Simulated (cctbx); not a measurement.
**Resonant diffraction in CuSb5**

Space group Pnma (no. 62), a = 11.8760 Å, b = 7.1170 Å, c = 7.6540 Å, α = 90.00°, β = 90.00°, γ = 90.00°.

| atom | mult. | x | y | z | Ueq (Å²) |
| --- | --- | --- | --- | --- | --- |
| Sb1 | 4 | 0.1860 | 1/4 | 0.9328 | 0.0040 |
| Sb2 | 4 | 0.8051 | 1/4 | 0.0219 | 0.0036 |
| Sb3 | 4 | 0.6361 | 1/4 | 0.8616 | 0.0041 |
| Sb4 | 8 | 0.4157 | 0.5131 | 0.5978 | 0.0041 |
| Cu1 | 4 | 0.9243 | 1/4 | 0.4093 | 0.0048 |

The model is made up (kin elements in a known structure type, no relaxation), so it says nothing on whether the phase exists.

Calculated with cctbx: free-atom f′ and f″ from the Sasaki tables, no fine structure; amplitudes in electrons.

```csv
E (eV),F 1 0 2,F 2 1 1,F 0 2 0,F 1 1 1
8379,173.1,89.6,275.2,58.7
8729,171.8,88.6,271.9,59.9
8859,170.5,87.7,269.0,61.0
8919,169.4,86.8,266.3,62.0
8949,168.2,85.9,263.4,63.1
8964,167.0,85.0,260.5,64.2
8971,165.9,84.2,258.0,65.2
8975,164.8,83.4,255.2,66.3
8983,165.0,83.5,255.8,66.1
8987,166.4,84.6,259.0,64.8
8994,167.6,85.5,261.9,63.7
9009,168.8,86.4,265.0,62.5
9039,170.1,87.4,268.0,61.3
9129,171.8,88.7,272.1,59.7
9379,173.6,90.0,276.5,58.0
```

**Question.** Which edge is crossed, and why do the reflections move as they do?

The K edge of Cu. The edge is at 8979 eV. f′ of Cu falls from -4.0 e at 8859 eV to -7.5 e at 4 eV below it, and f″ steps from 0.48 to 3.90 e across it. Over that approach |F| changes by -3 % (1 0 2), -5 % (2 1 1), -5 % (0 2 0) and +9 % (1 1 1): a reflection falls where Cu scatters in phase with the total and rises where it scatters against it; it hardly moves where the Cu term is small or cancels by symmetry. Above the edge the larger f″ enters the imaginary part, where it can add to or cancel the other atoms' f″. The structure is centrosymmetric, so Friedel mates stay equal.

[Logs are printed without paths, hosts, clocks, repeated set-up lines and the standing remarks that a program may print on its own settings, such as how far it seeks lower states.]
